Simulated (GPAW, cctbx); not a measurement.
# By hand: from a DFT structure factor to an extinction distance in Tl3Si

Tl3Si, Pm-3m (no. 221), a = 4.7600 Å, b = 4.7600 Å, c = 4.7600 Å, α = 90.00°, β = 90.00°, γ = 90.00°.

| atom | mult. | x | y | z |
| --- | --- | --- | --- | --- |
| Tl1 | 3 | 1/2 | 1/2 | 0 |
| Si1 | 1 | 0 | 0 | 0 |

The cell comes from substitution in a known structure type and wasn't matched to any measured phase.

A DFT run (GPAW, PBE, 450 eV, 5×5×5 k-points, Fermi–Dirac width 0.1 eV) gives the static X-ray structure factor of 010 as 64.259 e for the conventional cell; superposed free atoms give 64.358 e. **Problem.** Find the Fourier component V of the crystal potential and the two-beam extinction distance at 200 kV in both cases.

## Step 1: Geometry

The cell volume is Ω = 107.85 Å³ and d(010) = 4.7600 Å, so g = 1/d = 0.2101 Å⁻¹.

## Step 2: The nuclei

Electrons feel nuclei as well as electrons, so the nuclear charges are summed with the same phases.

Phase sums Σ exp(2πi h·x), turned so that the total is real and positive: Tl +1.000, Si -1.000. Then F_Z = 81 × (+1.000) + 14 × (-1.000) = 67.00 e. The electron term has the same sign for this reflection.

## Step 3: Mott–Bethe

Poisson's equation, term by term, gives V = (e/4πε₀)(F_Z − F)/(πΩg²), with e/4πε₀ = 14.3996 V Å.

The prefactor is 14.3996 × 4.7600²/(π × 107.85) = 0.96293 V per electron. Free atoms: (67.00 − 64.358) × 0.96293 = 2.544 V. Crystal: (67.00 − 64.259) × 0.96293 = 2.639 V. F changes by -0.15 % and V by +3.7 %: the same 0.10 e is measured against F_Z − F = 2.6 e in place of F = 64.4 e.

## Step 4: Extinction distance

In the two-beam case ξ = 1/(λU) with U = 2γm₀eV/h², that is ξ = 150.41 V Å²/(γλV).

At 200 kV, λ = 0.02508 Å and γ = 1.3914. Free atoms: ξ = 1694 Å. Crystal: ξ = 1633 Å. The thickness fringes go as sin²(πt/ξ), so the two patterns slip by a quarter of a period when t|1/ξ₁ − 1/ξ₀| = 1/4, at t ≈ 1130 nm, thicker than usual samples. Thermal motion, absorption and many-beam coupling, left out here, change a real pattern.

## Step 5: Answer

V(010) is 2.64 V against 2.54 V, and ξ is 1633 against 1694 Å. Limits: static atoms, two beams.
